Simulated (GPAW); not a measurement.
# Gap slopes of WSe2 (P6_3/mmc) from G0W0 (biaxial strain), part 2 of 2

Aim: the gap of WSe2 (P6_3/mmc) under biaxial strain, by PBE and G0W0.

GPAW 26.7.0; PBE and many-body steps on it, plane waves. Known limits of the many-body steps: extrapolated from modest cutoffs; no spin-orbit coupling; coarse k mesh.

So far. Step 8 (G0W0, strain +1 %): The gap on the mesh goes from 0.95 eV to 1.30 eV, a correction of +0.34 eV.

The database entry behind the starting cell differs from later determinations by our own check (a about 0.2 % long), so it need not match the best structure at ambient conditions.

### 10. G0W0, strain -2 %

This step: G0W0 on PBE, plane waves, PAW.

The cell differs from the one that the last finished run ended in (a 3.323 → 3.224 Å, b 3.323 → 3.224 Å).

File run.py:

```python
import json
import numpy as np
from gpaw.mpi import world
from gpaw.response.g0w0 import G0W0

gw = G0W0('full.gpw',
    filename='gw',
    kpts=[0, 2, 4],
    bands=(24, 28),
    ecut=np.float64(164.368),
    integrate_gamma='WS',
    ppa=True,
    ecut_extrapolation=True)
gw.calculate()
res = {mode: {k: v for k, v in r.items() if k != 'sigma_eskwn'}
       for mode, r in gw.all_results.items()}

if world.rank == 0:
    with open('result.json', 'w') as f:
        json.dump(res, f, default=lambda x: x.tolist())
```

The run is started by

```sh
mpirun -n 4 gpaw python run.py
```

Numbers of over 12 decimals in the logs are rounded to 6 here.

Log:

```text
Using integrator: PointIntegrator
FrequencyGridDescriptor(from 0.000+0.000j to 0.000+27.211j eV, 2 points)
Nonperiodic BCs:  [False False False]
Using integrator: PointIntegrator
FrequencyGridDescriptor(from 0.000+0.000j to 0.000+27.211j eV, 2 points)
Nonperiodic BCs:  [False False False]
  ___  _ _ _
 |   || | | |
 | | || | | |
 |__ ||_____|
 |___|

BZ k-points: Symmetries present (total): 12

  [... matrices ...]
36 k-points: 6 x 6 x 1 Monkhorst-Pack grid + [1/12,1/12,0.000000]
7 k-points in the irreducible part of the Brillouin zone
[...]
26   0.000  12.093 -18.285 -13.958  -4.045  -0.259   0.794  12.317
[...]
k-point 1 (2): (0.333, -0.167, 0.000)                GW
band       f     eps     vxc     exx   sigma  dsigma       Z      qp
                                                                   GW
[...]
k-point 2 (4): (0.333, 0.333, 0.000)                GW
band       f     eps     vxc     exx   sigma  dsigma       Z      qp
                                                                   GW
[...]
26   0.000  10.790 -19.877 -15.708  -3.788  -0.275   0.785  11.089
  27   0.000  10.790 -19.877 -15.708  -3.788  -0.275   0.785  11.089
```

Elapsed: 19 min, on 4 MPI ranks of AMD EPYC 9R45, shared host; peak memory 2.4 GiB; 74 min of CPU time.

This step gave:

* quasiparticle gap on the points computed: 1.360 eV
* least direct quasiparticle gap on the computed points: 2.296 eV
* starting gap on the mesh: 1.002 eV
* k of the valence top: 0, 0, 0
* k of the conduction bottom: 0.3333, -0.1667, 0
* gaps at the cutoffs of the extrapolation: 1.322, 1.326, 1.330 eV

The gap on the mesh goes from 1.00 eV to 1.36 eV, a correction of +0.36 eV.

Again on this cell's own states.

### 11. One-shot HSE06, strain -2 %

This step: one-shot HSE06 levels on PBE orbitals, plane waves, PAW.

File run.py:

```python
import json
import numpy as np
from gpaw.mpi import world
from gpaw.hybrids.eigenvalues import non_self_consistent_eigenvalues

dft, vxc, vxc_hyb = non_self_consistent_eigenvalues('full.gpw', 'HSE06', 24, 28, kpt_indices=[0, 2, 4])
res = {'dft': dft[0], 'hybrid': (dft - vxc + vxc_hyb)[0]}
if world.rank == 0:
    with open('hybrid.txt', 'w') as f:
        for k, e0, e1 in zip([0, 2, 4], res['dft'], res['hybrid']):
            print(k, ' '.join(f'{x:9.4f}' for x in e0), '|', ' '.join(f'{x:9.4f}' for x in e1), file=f)

if world.rank == 0:
    with open('result.json', 'w') as f:
        json.dump(res, f, default=lambda x: x.tolist())
```

The run is started by

```sh
mpirun -n 4 gpaw python run.py
```

Log:

```text
IBZ(<points: 7, symmetries: 12>)
Occupied bands: 26
Transforming wave functions from IBZ to BZ: 0.018 seconds
Distributing wave functions and iFFT-ing to real space: 0.182 seconds
Calculating eigenvalues:
  k-points: 3
  Bands: 24-27 (inclusive)
  Seconds: 0.726 (wave-function broadcasting: 0.011 seconds)
HSE06-eigenvalue shifts:
  min: -0.544 eV
  ave: 0.042 eV
  max: 0.414 eV
```

Wall time 3.9 s (4 MPI ranks); peak memory 0.74 GiB.

Numbers from this step:

```
starting gap on the mesh                       : 1.002 eV
hybrid gap on the mesh                         : 1.414 eV
least direct hybrid gap on the computed points : 2.277 eV
```

### 12. G0W0, strain +2 %

This step: G0W0 on PBE, plane waves, PAW.

The cell differs from the one that the last finished run ended in (a 3.224 → 3.356 Å, b 3.224 → 3.356 Å).

File run.py:

```python
import json
import numpy as np
from gpaw.mpi import world
from gpaw.response.g0w0 import G0W0

gw = G0W0('full.gpw',
    filename='gw',
    kpts=[0, 2, 4],
    bands=(24, 28),
    ecut=np.float64(155.831),
    integrate_gamma='WS',
    ppa=True,
    ecut_extrapolation=True)
gw.calculate()
res = {mode: {k: v for k, v in r.items() if k != 'sigma_eskwn'}
       for mode, r in gw.all_results.items()}

if world.rank == 0:
    with open('result.json', 'w') as f:
        json.dump(res, f, default=lambda x: x.tolist())
```

The run is started by

```sh
mpirun -n 4 gpaw python run.py
```

Log:

```text
Using integrator: PointIntegrator
FrequencyGridDescriptor(from 0.000+0.000j to 0.000+27.211j eV, 2 points)
Nonperiodic BCs:  [False False False]
Using integrator: PointIntegrator
FrequencyGridDescriptor(from 0.000+0.000j to 0.000+27.211j eV, 2 points)
Nonperiodic BCs:  [False False False]
  ___  _ _ _
 |   || | | |
 | | || | | |
 |__ ||_____|
 |___|

BZ k-points: Symmetries present (total): 12

  [... matrices ...]
36 k-points: 6 x 6 x 1 Monkhorst-Pack grid + [1/12,1/12,0.000000]
7 k-points in the irreducible part of the Brillouin zone
[...]
26   0.000  10.643 -18.131 -13.865  -3.998  -0.265   0.790  10.855
[...]
k-point 1 (2): (0.333, -0.167, 0.000)                GW
band       f     eps     vxc     exx   sigma  dsigma       Z      qp
                                                                   GW
[...]
k-point 2 (4): (0.333, 0.333, 0.000)                GW
band       f     eps     vxc     exx   sigma  dsigma       Z      qp
                                                                   GW
[...]
26   0.000   9.317 -19.524 -15.551  -3.631  -0.289   0.776   9.582
  27   0.000   9.317 -19.524 -15.551  -3.631  -0.289   0.776   9.582
```

Run time: 17 min. Hardware: 4 MPI ranks; peak memory 2.6 GiB.

Numbers from this step:

- quasiparticle gap on the points computed: 1.284 eV
- least direct quasiparticle gap on the computed points: 1.842 eV
- starting gap on the mesh: 0.9464 eV
- k of the valence top: 0, 0, 0
- k of the conduction bottom: 0.3333, -0.1667, 0
- gaps at the cutoffs of the extrapolation: 1.244, 1.248, 1.252 eV

The gap on the mesh goes from 0.95 eV to 1.28 eV, a correction of +0.34 eV.

Again on this cell's own states.

### 13. One-shot HSE06, strain +2 %

This step: one-shot HSE06 levels on PBE orbitals, plane waves, PAW.

File run.py:

```python
import json
import numpy as np
from gpaw.mpi import world
from gpaw.hybrids.eigenvalues import non_self_consistent_eigenvalues

dft, vxc, vxc_hyb = non_self_consistent_eigenvalues('full.gpw', 'HSE06', 24, 28, kpt_indices=[0, 2, 4])
res = {'dft': dft[0], 'hybrid': (dft - vxc + vxc_hyb)[0]}
if world.rank == 0:
    with open('hybrid.txt', 'w') as f:
        for k, e0, e1 in zip([0, 2, 4], res['dft'], res['hybrid']):
            print(k, ' '.join(f'{x:9.4f}' for x in e0), '|', ' '.join(f'{x:9.4f}' for x in e1), file=f)

if world.rank == 0:
    with open('result.json', 'w') as f:
        json.dump(res, f, default=lambda x: x.tolist())
```

The run is started by

```sh
mpirun -n 4 gpaw python run.py
```

Log:

```text
IBZ(<points: 7, symmetries: 12>)
Occupied bands: 26
Transforming wave functions from IBZ to BZ: 0.020 seconds
Distributing wave functions and iFFT-ing to real space: 0.202 seconds
Calculating eigenvalues:
  k-points: 3
  Bands: 24-27 (inclusive)
  Seconds: 0.820 (wave-function broadcasting: 0.009 seconds)
HSE06-eigenvalue shifts:
  min: -0.290 eV
  ave: 0.079 eV
  max: 0.405 eV
```

Elapsed: 4.1 s, on 4 MPI ranks; peak memory 0.81 GiB; 15 s of CPU time.

This step gave:

* starting gap on the mesh: 0.9464 eV
* hybrid gap on the mesh: 1.344 eV
* least direct hybrid gap on the computed points: 1.804 eV

### 14. The series

One mesh (6×6×1), Godby-Needs plasmon pole, bands tied to the cutoff, extrapolated in the cutoff; biaxial strain per length. Ions: fractional positions held. Fractional positions are the same in all cells, though this structure has free coordinates, so these are clamped-ion slopes. The third axis is held.

```csv
strain (%),PBE gap (eV),HSE06 gap (eV),G0W0 gap (eV),least direct G0W0 gap (eV),G0W0 edges
-2,1.002,1.414,1.360,2.296,"Γ to (0.333, -0.167, 0.000)"
-1,0.982,1.389,1.334,2.171,"Γ to (0.333, -0.167, 0.000)"
+0,0.966,1.369,1.315,2.054,"Γ to (0.333, -0.167, 0.000)"
+1,0.955,1.354,1.298,1.943,"Γ to (0.333, -0.167, 0.000)"
+2,0.946,1.344,1.284,1.842,"Γ to (0.333, -0.167, 0.000)"
```

### 15. Outcome

```yaml
slope_under_compression: −18 (PBE), −22 (HSE06) and −22 (G0W0) meV per %
slope_under_tension: −10 (PBE), −13 (HSE06) and −15 (G0W0) meV per %
ions: clamped: fractional positions held
gw_settings_unstrained_cell: 6×6×1 mesh, screening to 160 eV
known_limits: extrapolated from modest cutoffs; no spin-orbit coupling; coarse k mesh
```

In words: On the side of compression the slopes of gap against strain are −18 (PBE), −22 (HSE06) and −22 (G0W0) meV per %. On the side of tension the slopes of gap against strain are −10 (PBE), −13 (HSE06) and −15 (G0W0) meV per %. Gaps are read on the mesh, so a valley between its points is missed. These stock PAW sets were not made for GW; the filled d or f shell of Se and W lies in the frozen core, which bears on start and correction. In the G0W0, extrapolated in the cutoff run levels were corrected at 3 k points alone, so a gap called «on the mesh» is the least over those, and an edge elsewhere would be missed. The program warns of a poor linear fit in the extrapolation of some level, so the extrapolated values are rough. The 6×6×1 mesh is coarse for this cell, which bears on the long-range parts of exchange and screening. The many-body steps are scalar-relativistic: spin-orbit coupling is not in them.

[Paths, hosts, dates, memory and timing lines, banners, echoed tables and standing remarks are left out of the program output.]

[Logs are printed without paths, hosts, clocks, repeated set-up lines and the standing remarks that a program may print on its own settings, such as how far it seeks lower states.]

[Runs of the session that timed out or met a known fault of the program may be left out.]

[Hosts, paths, dates, database ids (printed as entryN), source tags and the programs' standing remarks are cut or masked in the printed files.]
